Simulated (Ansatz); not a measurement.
**Decaying states in the gap of As2S2BrCl**

Aim: relax a made-up compound, As2S2BrCl, and see how good a tunnel barrier it would be. It is built by putting As for Bi, S for O in the Bi2BrClO2 structure of space group P4mm, with the volume rescaled by atomic radii. The parent structure comes from the Materials Project.

Program: Ansatz 0.2.0. Level of theory: r2SCAN DFT, plane waves, PAW files, in the first sound run; inputs show where later runs differ. Results are calculated unless marked as measured.

The structure was built from a prototype and need not be the compound's stable phase.

### 1. Set-up

It takes space group P4mm (No. 99, tetragonal). The conventional cell has a = 3.964 Å, b = 3.964 Å, c = 7.882 Å, α = 90.00°, β = 90.00°, γ = 90.00°. Nearest to As lie 4 S at 2.36 Å. As has 4 S at 2.36 Å nearest. Br has 4 As at 3.22 Å nearest. Nearest to Cl lie 4 As at 3.12 Å. Nearest to S lie 4 As at 2.36 Å. It derives from Bi2BrClO2. As for Bi, S for O in the Bi2BrClO2 structure of space group P4mm. Farther neighbours and most contacts between anions are not listed.

Structure file:

```cif
data_structure
_symmetry_space_group_name_H-M 'P4mm'
_symmetry_Int_Tables_number 99
_cell_length_a 3.9642
_cell_length_b 3.9642
_cell_length_c 7.8821
_cell_angle_alpha 90.000
_cell_angle_beta 90.000
_cell_angle_gamma 90.000
_cell_volume 123.87
loop_
_atom_site_label
_atom_site_type_symbol
_atom_site_symmetry_multiplicity
_atom_site_Wyckoff_symbol
_atom_site_fract_x
_atom_site_fract_y
_atom_site_fract_z
_atom_site_occupancy
As1 As 1 b 0.50000 0.50000 0.84251 1
As2 As 1 a 0.00000 0.00000 0.16699 1
Br1 Br 1 a 0.00000 0.00000 0.64219 1
Cl1 Cl 1 b 0.50000 0.50000 0.33964 1
S1 S 2 c 0.00000 0.50000 0.00433 1
```

### 2. Cell and atoms at rest

The substituted atoms don't fit the parent's cell, so cell and atoms relax together. A small smearing keeps the run stable in case the gap closes on the way.

File input.yaml:

```yaml
crystal:
  lattice:
    - [3.9642006485, 0.0, 0.0]
    - [0.0, 3.9642006485, 0.0]
    - [0.0, 0.0, 7.8821215443]
  atoms:
    - { symbol: As, position: [0.5, 0.5, 0.842513] }
    - { symbol: As, position: [0.0, 0.0, 0.166988] }
    - { symbol: Br, position: [0.0, 0.0, 0.64219] }
    - { symbol: Cl, position: [0.5, 0.5, 0.339643] }
    - { symbol: S, position: [0.0, 0.5, 0.004333] }
    - { symbol: S, position: [0.5, 0.0, 0.004333] }
kpoints:
  mp_grid: { grid: [6, 6, 4] }
scf:
  occupations: { method: gaussian, width: 0.03 }
hamiltonian:
  xc: r2scan
output:
  forces: true
  stress: true
relax:
  f_tol: 0.02
  max_steps: 60
  cell: {}
```

Run with:

```bash
$ ansatz run input.yaml --threads 2 --pin off --max-ram 4096MiB --backend cpu --events-out ev --progress --plain --runs-dir out
```

Numbers of over 12 decimals in the logs are rounded to 6 here.

The program printed:

```text
Engine: ansatz 0.2.0, aarch64-unknown-linux-gnu
Pseudopotentials: kind: paw
Pseudopotential: As, paw, valence charge 15, recommended cutoff 500 eV (meta_gga), As.paw.azcp
Pseudopotential: Br, paw, valence charge 7, recommended cutoff 500 eV (meta_gga), Br.paw.azcp
Pseudopotential: Cl, paw, valence charge 7, recommended cutoff 500 eV (meta_gga), Cl.paw.azcp
Pseudopotential: S, paw, valence charge 6, recommended cutoff 500 eV (meta_gga), S.paw.azcp
Functional definition: r2SCAN
  parameter k0 = 0.174
  parameter k1 = 0.065
  parameter a1 = 4.9479
  exchange = r2scan_x(k0 = k0, k1 = k1, a1 = a1)
  correlation = r2scan_c
Crystal: 6 atoms, lattice volume = 123.867 Å³
Basis set: ecut = 500 eV, 3109 PW (Γ), exchange–correlation on 120×120×240 points (64 copies of the dense FFT grid, shifted against one another)
Bands: 34, of which v1, the nominal top of the filled ones, is band 28 counted from 1 (27 counted from 0)
Symmetry: 8 space group operations
Space group: P4mm (ITA 99), of the structure as read, at distance tolerance 5.0e-5 Å
k-points: 30 of 144 (time reversal used)
Non-local potential: As, projectors of the file, l = 0: 2, l = 1: 2, l = 2: 3, l = 3: 1
Non-local potential: Br, projectors of the file, l = 0: 2, l = 1: 2, l = 2: 2
Non-local potential: Cl, projectors of the file, l = 0: 2, l = 1: 2, l = 2: 2
Non-local potential: S, projectors of the file, l = 0: 2, l = 1: 2, l = 2: 2
PAW form: soft (Blöchl's): semilocal exchange-correlation on the pseudo side does not see the compensation charge
PAW frozen core: As, regenerated for the run's functional (the file was generated under x = pbe(κ = 0.804, μ = 0.219515), c = pbe(β = 0.066725))
PAW frozen core: Br, regenerated for the run's functional (the file was generated under x = pbe(κ = 0.804, μ = 0.219515), c = pbe(β = 0.066725))
PAW frozen core: Cl, regenerated for the run's functional (the file was generated under x = pbe(κ = 0.804, μ = 0.219515), c = pbe(β = 0.066725))
PAW frozen core: S, regenerated for the run's functional (the file was generated under x = pbe(κ = 0.804, μ = 0.219515), c = pbe(β = 0.066725))
PAW one-centre angular grid: As, 590 points (default); XC on 160 Gauss nodes
PAW one-centre angular grid: Br, 302 points (default); XC on 160 Gauss nodes
PAW one-centre angular grid: Cl, 302 points (default); XC on 160 Gauss nodes
PAW one-centre angular grid: S, 302 points (default); XC on 160 Gauss nodes
Initial density: superposition of atomic densities (neutral atoms: chi_scale 0, normalization atom), corrected by the library's trained network
Initial wavefunctions: pseudopotential atomic-orbital guess
Functional: x = r2scan, c = r2scan; τ floored in thin density (d = 2e-4 eV/Å³)
SCF iter   1: F=—  HF=-15416.550752 eV  |F-HF|=—  |Δ(HF+E_count)|=         —  Δρ=7.30e-3  dr2=3.13e-1  dr2_τ=2.65e-2  ethr=1.77e-3  ⟨swp⟩=8.3  Hψ=4885  notcnv=0
preconditioner: auto → LDOS  [insulator: Δε(μ)=0.158 eV  Ē_g=9.875 eV  σ=0.030 eV  W_gap=0.87  n_scr=36 (ndim 8)  ℏωp=20.0 eV  f_vac=0.016  D(μ)=1.08/eV (n_scr^D=2)  ε∞_Penn≈5.1  β→1.0]
SCF iter   2: F=—  HF=-15416.628033 eV  |F-HF|=—  |Δ(HF+E_count)|=   7.73e-2  Δρ=8.30e-3  dr2=3.41e-1  dr2_τ=1.16e-2  ethr=5.60e-4  ⟨swp⟩=3.2  Hψ=1999  notcnv=0  defer=43
SCF iter   3: F=—  HF=-15416.582468 eV  |F-HF|=—  |Δ(HF+E_count)|=   4.56e-2  Δρ=1.44e-3  dr2=5.43e-3  dr2_τ=2.43e-4  ethr=5.60e-4  ⟨swp⟩=2.0  Hψ=1414  notcnv=0  defer=43
SCF iter   4: F=—  HF=-15416.581826 eV  |F-HF|=—  |Δ(HF+E_count)|=   6.42e-4  Δρ=5.41e-4  dr2=4.18e-4  dr2_τ=1.80e-5  ethr=9.70e-6  ⟨swp⟩=2.0  Hψ=1624  notcnv=0  defer=15
automatic band count: iteration 4 solves 33 bands in place of 34: the levels show a gap, and the empty bands left out lie too high to hold charge; the band table lists the bands solved (type scf.n_extra_bands for more)
SCF iter   5: F=—  HF=-15416.581941 eV  |F-HF|=—  |Δ(HF+E_count)|=   1.15e-4  Δρ=2.21e-4  dr2=1.99e-4  dr2_τ=4.10e-6  ethr=7.47e-7  ⟨swp⟩=2.0  Hψ=1482  notcnv=0  defer=15
SCF iter   6: F=—  HF=-15416.581922 eV  |F-HF|=—  |Δ(HF+E_count)|=   1.85e-5  Δρ=7.73e-5  dr2=1.55e-5  dr2_τ=4.51e-7  ethr=3.56e-7  ⟨swp⟩=2.0  Hψ=1289  notcnv=0  defer=15
SCF iter   7: F=—  HF=-15416.581926 eV  |F-HF|=—  |Δ(HF+E_count)|=   4.35e-6  Δρ=2.13e-5  dr2=3.88e-7  dr2_τ=2.72e-8  ethr=2.77e-8  ⟨swp⟩=2.0  Hψ=1336  notcnv=0  defer=15
SCF iter   8: F=-15416.581927 eV  HF=-15416.581927 eV  |F-HF|=4.09e-8  |Δ(HF+E_count)|=   3.62e-7  Δρ=7.24e-6  dr2=3.69e-8  dr2_τ=2.11e-9  ethr=1.79e-10  ⟨swp⟩=5.1  Hψ=3741  notcnv=0
SCF 1 converged in 8 iterations: F = -15416.581927 eV  dr2 = 3.69e-8
  greatest PAW one-centre occupation: 0.999 electrons in one spin orbital (limit 2), on the As atom at site 0 (counted from 0), in its partial waves of l = 2
relax step   1: F+E_penalty+E_count = -15416.58192681 eV  Δ(F+E_penalty+E_count) = +0.000e0 eV  max|allowed force component| = 1.770e0 eV/Å  Δτ_max = 0.0000 Å  P = +10.197 GPa  Ω = 123.867 Å³  (8 SCF iters, dr2 threshold 1.00e-7 eV, accepted)
Crystal: 6 atoms, lattice volume = 132.874 Å³
Basis set: ecut = 500 eV, 3357 PW (Γ), exchange–correlation on 120×120×240 points (64 copies of the dense FFT grid, shifted against one another)
Initial density: handed on by an earlier stage of this run
Initial wavefunctions: those handed on with the density
iter 1 solved again at ethr=2.98e-4 eV; its pass at ethr=3.10e-3 eV (dr2=1.67e-1 eV) is discarded
SCF iter   1: F=—  HF=-15417.087326 eV  |F-HF|=—  |Δ(HF+E_count)|=         —  Δρ=6.27e-3  dr2=1.67e-1  dr2_τ=2.35e-1  ethr=2.98e-4  ⟨swp⟩=1.4  Hψ=5545  notcnv=0
automatic band count: iteration 1 solves 32 bands in place of 34: the levels show a gap, and the empty bands left out lie too high to hold charge; the band table lists the bands solved (type scf.n_extra_bands for more)
preconditioner: auto → LDOS  [insulator: Δε(μ)=0.203 eV  Ē_g=8.905 eV  σ=0.030 eV  W_gap=0.51  n_scr=36 (ndim 8)  ℏωp=19.3 eV  f_vac=0.042  D(μ)=2.00/eV (n_scr^D=8)  ε∞_Penn≈5.7  β→1.0]
SCF iter   2: F=—  HF=-15417.407481 eV  |F-HF|=—  |Δ(HF+E_count)|=   3.20e-1  Δρ=6.38e-3  dr2=1.71e-1  dr2_τ=6.06e-3  ethr=2.98e-4  ⟨swp⟩=3.0  Hψ=1733  notcnv=0
SCF iter   3: F=—  HF=-15417.372443 eV  |F-HF|=—  |Δ(HF+E_count)|=   3.50e-2  Δρ=1.11e-3  dr2=3.35e-3  dr2_τ=1.21e-4  ethr=2.98e-4  ⟨swp⟩=2.4  Hψ=1545  notcnv=0
SCF iter   4: F=—  HF=-15417.374485 eV  |F-HF|=—  |Δ(HF+E_count)|=   2.04e-3  Δρ=1.27e-3  dr2=1.10e-2  dr2_τ=1.95e-4  ethr=5.98e-6  ⟨swp⟩=2.6  Hψ=1710  notcnv=0
SCF iter   5: F=—  HF=-15417.372513 eV  |F-HF|=—  |Δ(HF+E_count)|=   1.97e-3  Δρ=2.59e-4  dr2=2.34e-4  dr2_τ=9.22e-6  ethr=5.98e-6  ⟨swp⟩=2.0  Hψ=1535  notcnv=0
[...]
iter 1 solved again at ethr=6.66e-5 eV; its pass at ethr=3.10e-3 eV (dr2=3.73e-2 eV) is discarded
SCF iter   1: F=—  HF=-15417.442960 eV  |F-HF|=—  |Δ(HF+E_count)|=         —  Δρ=3.01e-3  dr2=3.86e-2  dr2_τ=3.73e-2  ethr=6.66e-5  ⟨swp⟩=2.0  Hψ=6017  notcnv=0
automatic band count: iteration 1 solves 32 bands in place of 34: the levels show a gap, and the empty bands left out lie too high to hold charge; the band table lists the bands solved (type scf.n_extra_bands for more)
preconditioner: auto → Resta (q_TF=auto, 2.352 Å⁻¹)  ε∞=5.8  [insulator: Δε(μ)=0.115 eV  Ē_g=8.688 eV  σ=0.030 eV  W_gap=0.99  n_scr=36 (ndim 8)  ℏωp=19.1 eV  f_vac=0.047  D(μ)=0.03/eV (n_scr^D=0)  ε∞_Penn≈5.8]
SCF iter   2: F=—  HF=-15417.482532 eV  |F-HF|=—  |Δ(HF+E_count)|=   3.96e-2  Δρ=1.30e-3  dr2=3.62e-3  dr2_τ=2.51e-4  ethr=6.66e-5  ⟨swp⟩=2.3  Hψ=1588  notcnv=0
SCF iter   3: F=—  HF=-15417.482351 eV  |F-HF|=—  |Δ(HF+E_count)|=   1.81e-4  Δρ=5.58e-4  dr2=5.72e-4  dr2_τ=1.60e-5  ethr=6.46e-6  ⟨swp⟩=2.1  Hψ=1270  notcnv=0
SCF iter   4: F=—  HF=-15417.482437 eV  |F-HF|=—  |Δ(HF+E_count)|=   8.57e-5  Δρ=1.76e-4  dr2=6.58e-5  dr2_τ=5.41e-6  ethr=1.02e-6  ⟨swp⟩=2.0  Hψ=1738  notcnv=0
SCF iter   5: F=—  HF=-15417.482420 eV  |F-HF|=—  |Δ(HF+E_count)|=   1.66e-5  Δρ=6.67e-5  dr2=6.33e-6  dr2_τ=2.61e-7  ethr=1.17e-7  ⟨swp⟩=2.0  Hψ=1796  notcnv=0
SCF iter   6: F=—  HF=-15417.482424 eV  |F-HF|=—  |Δ(HF+E_count)|=   4.15e-6  Δρ=2.21e-5  dr2=6.97e-7  dr2_τ=6.29e-8  ethr=1.13e-8  ⟨swp⟩=2.0  Hψ=1450  notcnv=0
SCF iter   7: F=-15417.482425 eV  HF=-15417.482425 eV  |F-HF|=1.98e-8  |Δ(HF+E_count)|=   4.38e-7  Δρ=7.03e-6  dr2=9.99e-8  dr2_τ=2.43e-9  ethr=1.07e-9  ⟨swp⟩=4.0  Hψ=3583  notcnv=0
SCF 3 converged in 7 iterations: F = -15417.482425 eV  dr2 = 9.99e-8
relax step   3: F+E_penalty+E_count = -15417.48242475 eV  Δ(F+E_penalty+E_count) = -1.100e-1 eV  max|allowed force component| = 1.753e-1 eV/Å  Δτ_max = 0.0437 Å  P = +0.417 GPa  Ω = 136.308 Å³  energy of the carried Pulay correction = -1.965e-3 eV  (7 SCF iters, dr2 threshold 6.00e-7 eV, accepted)
[...]
relax step   4: F+E_penalty+E_count = -15417.48974955 eV  Δ(F+E_penalty+E_count) = -7.325e-3 eV  max|allowed force component| = 4.585e-2 eV/Å  Δτ_max = 0.0206 Å  P = -0.012 GPa  Ω = 136.043 Å³  energy of the carried Pulay correction = -1.925e-3 eV  (5 SCF iters, dr2 threshold 6.00e-7 eV, accepted)
[...]
relax step   5: F+E_penalty+E_count = -15417.49228373 eV  Δ(F+E_penalty+E_count) = -2.534e-3 eV  max|allowed force component| = 3.032e-2 eV/Å  Δτ_max = 0.0246 Å  P = -0.160 GPa  Ω = 135.423 Å³  energy of the carried Pulay correction = -1.832e-3 eV  (6 SCF iters, dr2 threshold 1.31e-7 eV, accepted)
[...]
relax step   6: F+E_penalty+E_count = -15417.49358918 eV  Δ(F+E_penalty+E_count) = -1.305e-3 eV  max|allowed force component| = 1.737e-2 eV/Å  Δτ_max = 0.0224 Å  P = +0.037 GPa  Ω = 134.189 Å³  energy of the carried Pulay correction = -1.644e-3 eV  (6 SCF iters, dr2 threshold 6.55e-8 eV, accepted)
Basis set: ecut = 500 eV, 3371 PW (Γ), exchange–correlation on 128×128×216 points (64 copies of the dense FFT grid, shifted against one another)
Initial wavefunctions: pseudopotential atomic-orbital guess (no wavefunctions were taken with the density)
iter 1 solved again at ethr=7.76e-7 eV; its pass at ethr=3.10e-3 eV (dr2=4.35e-4 eV) is discarded
SCF iter   1: F=—  HF=-15417.495626 eV  |F-HF|=—  |Δ(HF+E_count)|=         —  Δρ=1.22e-4  dr2=1.79e-6  dr2_τ=7.77e-6  ethr=7.76e-7  ⟨swp⟩=3.0  Hψ=7342  notcnv=0
preconditioner: auto → Resta (q_TF=auto, 2.359 Å⁻¹)  ε∞=5.5  [insulator: Δε(μ)=0.240 eV  Ē_g=9.101 eV  σ=0.030 eV  W_gap=1.00  n_scr=36 (ndim 8)  ℏωp=19.2 eV  f_vac=0.036  D(μ)=0.00/eV (n_scr^D=0)  ε∞_Penn≈5.5]
SCF iter   2: F=—  HF=-15417.495667 eV  |F-HF|=—  |Δ(HF+E_count)|=   4.10e-5  Δρ=6.58e-5  dr2=6.70e-7  dr2_τ=1.06e-6  ethr=3.19e-9  ⟨swp⟩=2.4  Hψ=1888  notcnv=0
SCF iter   3: F=—  HF=-15417.495677 eV  |F-HF|=—  |Δ(HF+E_count)|=   9.22e-6  Δρ=2.02e-5  dr2=7.74e-8  dr2_τ=8.36e-8  ethr=1.20e-9  ⟨swp⟩=2.0  Hψ=1560  notcnv=0
SCF iter   4: F=—  HF=-15417.495677 eV  |F-HF|=—  |Δ(HF+E_count)|=   7.66e-7  Δρ=1.78e-6  dr2=2.38e-9  dr2_τ=3.93e-10  ethr=1.38e-10  ⟨swp⟩=2.0  Hψ=1860  notcnv=0
SCF iter   5: F=—  HF=-15417.495677 eV  |F-HF|=—  |Δ(HF+E_count)|=   2.72e-9  Δρ=5.53e-7  dr2=3.49e-10  dr2_τ=5.81e-11  ethr=4.24e-12  ⟨swp⟩=2.1  Hψ=1574  notcnv=0
SCF iter   6: F=-15417.495677 eV  HF=-15417.495677 eV  |F-HF|=1.82e-12  |Δ(HF+E_count)|=  5.58e-10  Δρ=1.50e-7  dr2=5.10e-11  dr2_τ=3.98e-12  ethr=1.00e-12  ⟨swp⟩=5.0  Hψ=3969  notcnv=0
SCF 7 converged in 6 iterations: F = -15417.495677 eV  dr2 = 5.10e-11
relax step   7: F+E_penalty+E_count = -15417.49567733 eV  Δ(F+E_penalty+E_count) = -2.088e-3 eV  max|allowed force component| = 1.748e-2 eV/Å  Δτ_max = 0.0000 Å  P = +0.035 GPa  Ω = 134.189 Å³  stress off target by 4.88e-2 GPa  SCF on the basis re-selected at this cell (its energy is not comparable with the rows above)  (6 SCF iters)
basis re-selected at this cell: Δ(F+E_penalty+E_count) = -2.088e-3 eV, ΔP = -0.003 GPa vs the last step (what re-selecting the basis moved, of the pressure what is left beyond the Pulay correction that the steps carried, after the strain that the cell walked since its last selection, with what the two solves' SCF thresholds leave and, on support functions, any second-order correction that the steps lacked; it is no measure of the basis error at this ecutwfc). The dense FFT grid was sized anew with the basis: this SCF ran on 32×32×54 points, the steps before it on 30×30×60, so part of this shift can come from that change (see relax.cell in the input reference). [rest of the remark cut]
SCF converged after 6 iterations
Free energy (F): -15417.495677 eV
Harris-Foulkes:  -15417.495677 eV  (|F-HF|=1.82e-12)
Internal energy: -15417.495677 eV  (E = F + TS)
E sigma→0 (E₀):  -15417.495677 eV
Fermi energy:    5.775545 eV
--- Per-component energies (eV) ---
  E_band       = -643.506225
  E_kinetic    = 707.032577
  E_local      = -5268.962316  (includes V_loc(G=0)·N_el)
  E_nonlocal   = -1184.789267
  E_hartree    = 2623.686405
  E_xc         = -683.302838
  E_vxc        = -602.755747  (∫ρ·V_xc dr)
  E_paw        = -7848.515636  (= ΣΔE_a)
  E_vpaw       = 428.061000  (= ΣTr[D̂ρ^β])
  E_aug_tail   = 0.000026  (compensation charges beyond the density's cutoff)
  E_vtau       = 30.534711  (kinetic-family band-sum trace: ∫τ·v_τ [+ j·A + Jᵃ·Aᵃ] dr)
  E_ewald      = -3759.215679
  E_core_change = -3.428950  (= ΣΔE_core)
  E_smearing   = -0.000000  (= −TS)
  E_closure    = 0.000000  (closes the sum)
  Σ components = -15417.495677   (vs F -15417.495677, Δ=0.00e0)
--- Forces (eV/Å), atoms counted from 1 ---
  atom   1  As     0.00000000     0.00000000     0.01748444
  atom   2  As    -0.00000000    -0.00000000     0.00352325
  atom   3  Br     0.00000000     0.00000000    -0.01273298
  atom   4  Cl    -0.00000000    -0.00000000     0.01349413
  atom   5  S     -0.00000000     0.00000000    -0.01088115
  atom   6  S      0.00000000    -0.00000000    -0.01088115
  max |Σ_I F_I| component: 6.55e-6 eV/Å
--- Stress (GPa, compression-positive) ---
        0.048795       0.000000       0.000000
        0.000000       0.048795       0.000000
        0.000000       0.000000       0.006062
  P = ⅓ Tr σ = 0.0346 GPa (0.346 kbar)
--- Relaxed structure (6 steps of the walk, 6 accepted, 1 SCFs on fresh bases) ---
  F+E_penalty+E_count = -15417.49567733 eV   max|allowed force component| = 1.748e-2 eV/Å   (the final SCF, on the basis selected at the relaxed cell)
  cell:  # Å, volume = 134.1887 Å³
    - [4.280722, 0, 0]
    - [0, 4.280722, 0.0]
    - [0, 0.0, 7.322878]
  atoms:
    - { symbol: As, position: [0.500000, 0.500000, 0.831504] }
    - { symbol: As, position: [0, 0.0, 0.175761] }
    - { symbol: Br, position: [0, 0, 0.656858] }
    - { symbol: Cl, position: [0.500000, 0.500000, 0.327837] }
    - { symbol: S, position: [0, 0.500000, 0.00402007] }
    - { symbol: S, position: [0.500000, 0, 0.00402007] }
```

The job ended after 73 s (2 threads of Arm Neoverse V2, shared host; peak memory 0.63 GiB).

Relaxation path:

```
step  energy less that of the first step (eV)  largest force component (eV/Å)  pressure (GPa)  volume (Å³)
   1                                   0.0000                          1.7703           10.20       123.87
   2                                  -0.7905                          0.5026            2.86       132.87
   3                                  -0.9005                          0.1753            0.42       136.31
   4                                  -0.9078                          0.0459           -0.01       136.04
   5                                  -0.9104                          0.0303           -0.16       135.42
   6                                  -0.9117                          0.0174            0.04       134.19
  7*                                  -0.9138                          0.0175            0.03       134.19
```

Relaxation steps marked * repeat the geometry before them on a plane-wave basis chosen anew for their cell, so energy and pressure can jump there.

The run keeps the 8 symmetry operations that it works with, so distortions that break them were not tested.

```csv
"conventional cell, symmetrised",before,after,change
a (Å),3.964,4.281,+8.0 %
b (Å),3.964,4.281,+8.0 %
c (Å),7.882,7.323,-7.1 %
volume (Å³/atom),20.64,22.36,+8.3 %
```

The atoms that moved most (Å, as changes of fractional coordinates times the final cell):

```
atom     dx     dy      dz  length
 Br3  0.000  0.000   0.107   0.107
 Cl4  0.000  0.000  -0.086   0.086
 As1  0.000  0.000  -0.081   0.081
 As2  0.000  0.000   0.064   0.064
```

This step gave:

```
free energy  : -15417.4957 eV
Fermi energy : 5.776 eV
pressure     : 0.03455 GPa
```

The largest force component on a free atom ends at 0.017 eV/Å.

(Part 1 of 3 ends here.)

[Logs are printed without paths, hosts, clocks, repeated set-up lines and the standing remarks that a program may print on its own settings, such as how far it seeks lower states.]

[Hosts, paths, dates, database ids (printed as entryN), source tags and the programs' standing remarks are cut or masked in the printed files.]
